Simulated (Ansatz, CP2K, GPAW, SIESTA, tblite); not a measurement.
## Liquid (Na,Li)Cl at 1300 K (154 atoms): runs against a plane-wave reference

Density of this cell: 1.46 g/cm³. The cell holds 154 atoms: 36 Na, 41 Li and 77 Cl. Its edges and angles: a = 16.352 Å, b = 16.352 Å, c = 16.352 Å, α = 90.0°, β = 90.0°, γ = 90.0°. 154 atoms (36 Na, 41 Li, 77 Cl) placed at random at 1.46 g/cm³, melted at 1800 K for 10 ps at fixed volume with the Lennard-Jones and Coulomb ion parameters for SPC/E (Joung and Cheatham, J. Phys. Chem. B 112, 9020 (2008)), full charges. Snapshot at the end of a hold of 20 ps at 1300 K and fixed volume. Then every atom was moved at random, 0.03 Å r.m.s. a Cartesian component.

Geometry: as built.

The reference, a calculation:

| Item | Value |
| --- | --- |
| method | Kohn-Sham DFT, PBE, PAW, plane waves (Ansatz 0.2.0); cutoff 420 eV, Γ point, fermi-dirac smearing of 0.05 eV; PAW set soft_2 |
| r.m.s. force component | 0.3027 eV/Å |
| longest force | 1.62 eV/Å |
| pressure | -1.353 GPa |
| gap (highest filled to lowest empty level) | 3.105 eV |
| SCF cycles | 7 |
| time | 62 s on 8 threads of Arm Neoverse V2, shared host |
| CPU time | 8 min |

**Question.** The same geometry is run in other programs. How far does each lie from the reference, and what does it cost?
- SIESTA PBE, DZ, shift 0.01 Ry, mesh 500 Ry (SIESTA 5.4.2; 2 MPI ranks)
- GPAW PBE, LCAO dzp, h 0.2 Å (GPAW 26.7.0; 2 MPI ranks)
- SIESTA PBE, DZP, shift 0.01 Ry, mesh 500 Ry (SIESTA 5.4.2; 4 MPI ranks)
- SIESTA PBE, SZ, shift 0.01 Ry, mesh 500 Ry (SIESTA 5.4.2; 1 thread)
- GPAW PBE, LCAO sz(dzp), h 0.2 Å (GPAW 26.7.0; 1 thread)
- CP2K GFN1-xTB, OT DIIS (CP2K 2026.2; 2 threads)
- tblite GFN1-xTB (tblite 0.8.0; 1 thread)
- SIESTA PBE, SZ, shift 0.02 Ry, mesh 500 Ry (SIESTA 5.4.2; 1 thread)

Differences are against the plane-wave reference, forces as r.m.s. over components; share is that over the reference's r.m.s. force, slope the least-squares factor from reference forces to these. Total energies of different programs have different zeros and aren't compared.

```tsv
run	Δ force, r.m.s. (meV/Å)	share (%)	slope	Δ pressure (GPa)	Δ gap (eV)	cores	CPU time	memory (GiB)
reference	-	-	-	-	-	8	8 min	6.6
SIESTA PBE, DZ, shift 0.01 Ry, mesh 500 Ry (coarse)	122	40.2	1.145	-2.56	-0.606	2	5.1 min	3.4
GPAW PBE, LCAO dzp, h 0.2 Å	44.0	14.6	1.072	-	-0.144	2	7.1 min	3.7
SIESTA PBE, DZP, shift 0.01 Ry, mesh 500 Ry	38.5	12.7	1.048	-1.03	-0.138	4	12 min	6.1
SIESTA PBE, SZ, shift 0.01 Ry, mesh 500 Ry (coarse)	123	40.7	1.099	-2.27	-1.23	1	4.1 min	2.5
GPAW PBE, LCAO sz(dzp), h 0.2 Å (coarse)	116	38.5	1.136	-	-0.720	1	1.9 min	2.7
CP2K GFN1-xTB, OT DIIS	139	45.9	0.646	-2.66	-	2	13 s	0.83
tblite GFN1-xTB	131	43.3	0.659	-2.02	-	1	10 s	0.24
SIESTA PBE, SZ, shift 0.02 Ry, mesh 500 Ry (coarse)	149	49.3	1.035	-3.99	-1.50	1	3.7 min	2.2
```

Rows marked coarse were listed beforehand as settings not expected to be converged; some can still land near the reference.

CPU time is summed over cores on a shared host, where runs went side by side, so it is rough. Symmetry, cutoffs, thresholds, outputs and thread counts weren't matched or tuned between programs; memory under MPI is the largest rank's times the ranks.

The PBE runs in local orbitals, coarse settings apart, differ by 13 % (SIESTA PBE, DZP, shift 0.01 Ry, mesh 500 Ry) to 15 % (GPAW PBE, LCAO dzp, h 0.2 Å); basis, grid and potentials can all enter. Tight binding differs by 43 % (tblite GFN1-xTB) to 46 % (CP2K GFN1-xTB, OT DIIS); it is another model, with fitted parameters of its own, and the xTB methods hold dispersion. Runs with settings chosen to be coarse differ by 38 % (GPAW PBE, LCAO sz(dzp), h 0.2 Å) to 49 % (SIESTA PBE, SZ, shift 0.02 Ry, mesh 500 Ry), their programs' other errors included. Of the electronic-structure runs that take under half the reference's CPU time, GPAW PBE, LCAO sz(dzp), h 0.2 Å comes nearest, at 38 % in 1.9 min against 8 min. Periodic xTB results under one method name differ between programs and library versions. The network of bonds at the start is that of the classical potential that made the cell, and needn't be the one that DFT or experiment would give. The electronic-structure runs sample only Γ, in a cell whose shortest periodic width is 16 Å.

[Logs are printed without paths, hosts, clocks, repeated set-up lines and the standing remarks that a program may print on its own settings, such as how far it seeks lower states.]

[Hosts, paths, dates, database ids (printed as entryN), source tags and the programs' standing remarks are cut or masked in the printed files.]
